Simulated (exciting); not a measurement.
**Electron–core-hole interaction in the F K spectrum of LiF (Griceite)**

Aim: the F K absorption edge of LiF (Griceite) with the electron–hole interaction treated explicitly, and what each term of the kernel does.

Main program and level: exciting sodium; X-ray absorption, core-level Bethe-Salpeter equation, exchange and statically screened direct term, Tamm-Dancoff, all-electron LAPW+lo LDA.

### Step 1. The structure

The structure is cubic, space group Fm-3m (No. 225). The conventional cell has a = 4.028 Å, b = 4.028 Å, c = 4.028 Å, α = 90.00°, β = 90.00°, γ = 90.00°. F has 6 Li at 2.01 Å nearest. Li has 6 F at 2.01 Å nearest. Farther neighbours and most contacts between anions are not listed.

Structure file:

```cif
data_structure
_symmetry_space_group_name_H-M 'P 1'
_symmetry_Int_Tables_number 1
_cell_length_a 2.8482
_cell_length_b 2.8482
_cell_length_c 2.8482
_cell_angle_alpha 60.000
_cell_angle_beta 60.000
_cell_angle_gamma 60.000
_cell_volume 16.34
loop_
_atom_site_label
_atom_site_type_symbol
_atom_site_fract_x
_atom_site_fract_y
_atom_site_fract_z
_atom_site_occupancy
F1 F 0.50000 0.50000 0.50000 1
Li2 Li 0.00000 0.00000 0.00000 1
```

Differences between curves are given as r.m.s. difference over r.m.s. height.

### Step 2. Ground state

The species files are the program's own, with muffin-tin radii set in the input.

input.xml

```
<input>
  <title>LiF</title>
  <structure speciespath="." autormt="false" epslat="1.0e-5">
    <crystal>
      <basevect>0.0000000000 3.8059084143 3.8059084143</basevect>
      <basevect>3.8059084143 0.0000000000 3.8059084143</basevect>
      <basevect>3.8059084143 3.8059084143 0.0000000000</basevect>
    </crystal>
    <species speciesfile="F.xml" rmt="1.788">
      <atom coord="0.5000000000 0.5000000000 0.5000000000"/>
    </species>
    <species speciesfile="Li.xml" rmt="1.904">
      <atom coord="0.0000000000 0.0000000000 0.0000000000"/>
    </species>
  </structure>
  <groundstate do="fromscratch" xctype="LDA_PW" ngridk="6 6 6" rgkmax="7" gmaxvr="14" nempty="8" swidth="0.001" maxscl="100" epsengy="1e-5"/>
</input>
```

Started as:

```
$ OMP_NUM_THREADS=1 mpirun -n 4 exciting
```

The log of the run:

```text
EXCITING SODIUM started
********************************************************************************
* Ground-state run starting from atomic densities                              *
********************************************************************************
+ Starting initialization                                                      +
 Lattice vectors (cartesian) :
      0.0000000000      3.8059084143      3.8059084143
      3.8059084143      0.0000000000      3.8059084143
      3.8059084143      3.8059084143      0.0000000000
 Reciprocal lattice vectors (cartesian) :
     -0.8254514590      0.8254514590      0.8254514590
      0.8254514590     -0.8254514590      0.8254514590
      0.8254514590      0.8254514590     -0.8254514590
 Unit cell volume                           :     110.2567013609
 Brillouin zone volume                      :       2.2497518099
 Species :    1 (F)
     parameters loaded from                 :    F.xml
     name                                   :    fluorine
     nuclear charge                         :      -9.00000000
     electronic charge                      :       9.00000000
     atomic mass                            :   34631.97043000
     muffin-tin radius                      :       1.78800000
     # of radial points in muffin-tin       :     250
     atomic positions (lattice) :
       1 :   0.00000000  0.00000000  0.00000000
 Species :    2 (Li)
     parameters loaded from                 :    Li.xml
     name                                   :    lithium
     nuclear charge                         :      -3.00000000
     electronic charge                      :       3.00000000
     atomic mass                            :   12652.66897000
     muffin-tin radius                      :       1.90400000
     # of radial points in muffin-tin       :     250
     atomic positions (lattice) :
       1 :   0.50000000  0.50000000  0.50000000
 Total number of atoms per unit cell        :       2
 Spin treatment                             :    spin-unpolarised
 Number of Bravais lattice symmetries       :      48
 Number of crystal symmetries               :      48
 k-point grid                               :       6    6    6
 Total number of k-points                   :      16
 k-point set is reduced with crystal symmetries
 R^MT_min * |G+k|_max (rgkmax)              :       7.00000000
 Species with R^MT_min                      :       1 (F)
 Maximum |G+k| for APW functions            :       3.91498881
 Maximum |G| for potential and density      :      14.00000000
 G-vector grid sizes                        :      24    24    24
 Total number of G-vectors                  :    5029
 Maximum angular momentum used for
     APW functions                          :       8
     computing H and O matrix elements      :       8
     potential and density                  :       8
     inner part of muffin-tin               :       2
 Total nuclear charge                       :     -12.00000000
 Total electronic charge                    :      12.00000000
 Total core charge                          :       2.00000000
 Total valence charge                       :      10.00000000
 Number of empty states                     :       8
 Total number of valence states             :      14
 Maximum Hamiltonian size                   :     123
 Maximum number of plane-waves              :     116
 Total number of local-orbitals             :       7
 Exchange-correlation type                  :       3
     Perdew-Wang, Phys. Rev. B 45, 13244 (1992)
 Smearing scheme                            :    Gaussian
 Smearing width                             :       0.00100000
 Using multisecant Broyden potential mixing
+ Ending initialization                                                        +
********************************************************************************
* Groundstate module started                                                   *
********************************************************************************
 Output level for this task is set to normal
+ Self-consistent loop started                                                 +
 Density and potential initialised from atomic data
+ SCF iteration number :    1                                                  +
 Total energy                               :      -108.76946384
 _______________________________________________________________
 Fermi energy                               :         0.04000035
 Kinetic energy                             :       105.88958770
 Coulomb energy                             :      -202.82542162
 Exchange energy                            :       -10.99343097
 Correlation energy                         :        -0.84019896
 DOS at Fermi energy (states/Ha/cell)       :         0.00000000
 Electron charges :
     core                                   :         2.00000000
     core leakage                           :         0.00000000
     valence                                :        10.00000000
     interstitial                           :         0.92391655
     charge in muffin-tin spheres :
                  atom     1     F          :         8.86224392
                  atom     2    Li          :         2.21383953
     total charge in muffin-tins            :        11.07608345
     total charge                           :        12.00000000
 Estimated fundamental gap                  :         0.37847933
        valence-band maximum at    1      0.0000  0.0000  0.0000
     conduction-band minimum at    1      0.0000  0.0000  0.0000
[... further iterations ...]
| Convergence targets achieved. Performing final SCF iteration                 +
 Total energy                               :      -106.90796979
 _______________________________________________________________
 Fermi energy                               :         0.08211198
 Kinetic energy                             :       106.44716071
 Coulomb energy                             :      -201.69851434
 Exchange energy                            :       -10.82304355
 Correlation energy                         :        -0.83357262
 DOS at Fermi energy (states/Ha/cell)       :         0.00000000
 Electron charges :
     core                                   :         2.00000000
     core leakage                           :         0.00000000
     valence                                :        10.00000000
     interstitial                           :         1.05198420
     charge in muffin-tin spheres :
                  atom     1     F          :         8.68330749
                  atom     2    Li          :         2.26470831
     total charge in muffin-tins            :        10.94801580
     total charge                           :        12.00000000
 Estimated fundamental gap                  :         0.32476674
        valence-band maximum at    1      0.0000  0.0000  0.0000
     conduction-band minimum at    1      0.0000  0.0000  0.0000
+ Self-consistent loop stopped                                                 +
 STATE.OUT is written
********************************************************************************
* Groundstate module stopped                                                   *
********************************************************************************
 Total time spent (seconds)                 :         6.30
- CAUTION! Warnings have been written in file WARNING.OUT !                    -
| EXCITING SODIUM stopped                                                      =
```

It took 7.5 s on 4 MPI ranks of Arm Neoverse V1, shared host.

The warnings file holds hints only, no warning.

The mesh shows a gap of 8.84 eV. Core levels (Dirac, from the valence top):

```
atom  level  energy (eV)
   F  1s1/2       -646.5
```

### Step 3. A richer basis for the empty states

Each species file gets more local orbitals, built from u and its energy derivative at 0.15 Ha and u at 0.9 Ha.

input.xml is that of step 2.

SPECIES.xml, added lines

```
<lo l="L">  <!-- L = 0, 1, 2 -->
  <wf matchingOrder="0" trialEnergy="0.1500" searchE="false"/>
  <wf matchingOrder="1" trialEnergy="0.1500" searchE="false"/>
  <wf matchingOrder="0" trialEnergy="0.9000" searchE="false"/>
</lo>
```

Started as:

```
$ OMP_NUM_THREADS=1 mpirun -n 4 exciting
```

The log of the run:

```text
EXCITING SODIUM started
********************************************************************************
* Ground-state run starting from atomic densities                              *
********************************************************************************
+ Starting initialization                                                      +
[... lattice and species ...]
 Spin treatment                             :    spin-unpolarised
 Number of Bravais lattice symmetries       :      48
[...]
+ Self-consistent loop stopped                                                 +
 STATE.OUT is written
********************************************************************************
* Groundstate module stopped                                                   *
********************************************************************************
 Total time spent (seconds)                 :         6.57
- CAUTION! Warnings have been written in file WARNING.OUT !                    -
| EXCITING SODIUM stopped                                                      =
[key lines of the parts left out:]
Total energy                               :      -106.90835897
Fermi energy                               :         0.08267250
```

Elapsed: 7.5 s, on 4 MPI ranks.

Against the first ground state the total energy moves by -5 meV an atom and the gap by -0.02 eV.

(Part 1 of 3 ends here.)

[Banner, clock and machine lines of the logs are left out without a mark of their own.]

[Logs are printed without paths, hosts, clocks, repeated set-up lines and the standing remarks that a program may print on its own settings, such as how far it seeks lower states.]

[Hosts, paths, dates, database ids (printed as entryN), source tags and the programs' standing remarks are cut or masked in the printed files.]
